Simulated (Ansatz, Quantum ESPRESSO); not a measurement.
# Predicting the next point of a tunnelling series: a Al chain with one bond drawn out

Method. Quantum ESPRESSO 7.5 (pw.x, pwcond.x), LDA, GBRV ultrasoft; geometry as built. T is the transmission per spin at the Fermi level. The series steps the stretch of one bond.

```tsv
added stretch (Å)	T
0.5	1.83
1.2	0.804
2	0.0595
3	0.00305
```

One more run was made and is withheld. What is T at 4 Å?

**Fit.** In the tunnelling regime ln T falls linearly. The last two rows give a slope of ln(0.0595/0.00305)/(3 − 2) = 2.971 per Å, so T(4) ≈ 0.00305 × exp(−2.971 × 1) = 0.000156.

**Check.** T = 0.000229; the estimate is 0.68 times that. The slope over the last interval is 2.588: flatter than before. A second code, Ansatz 0.2.0, gives 0.000198.

**Limits.** Short leads, unrelaxed atoms, a barrier without the image potential.

[Logs are printed without paths, hosts, clocks, repeated set-up lines and the standing remarks that a program may print on its own settings, such as how far it seeks lower states.]
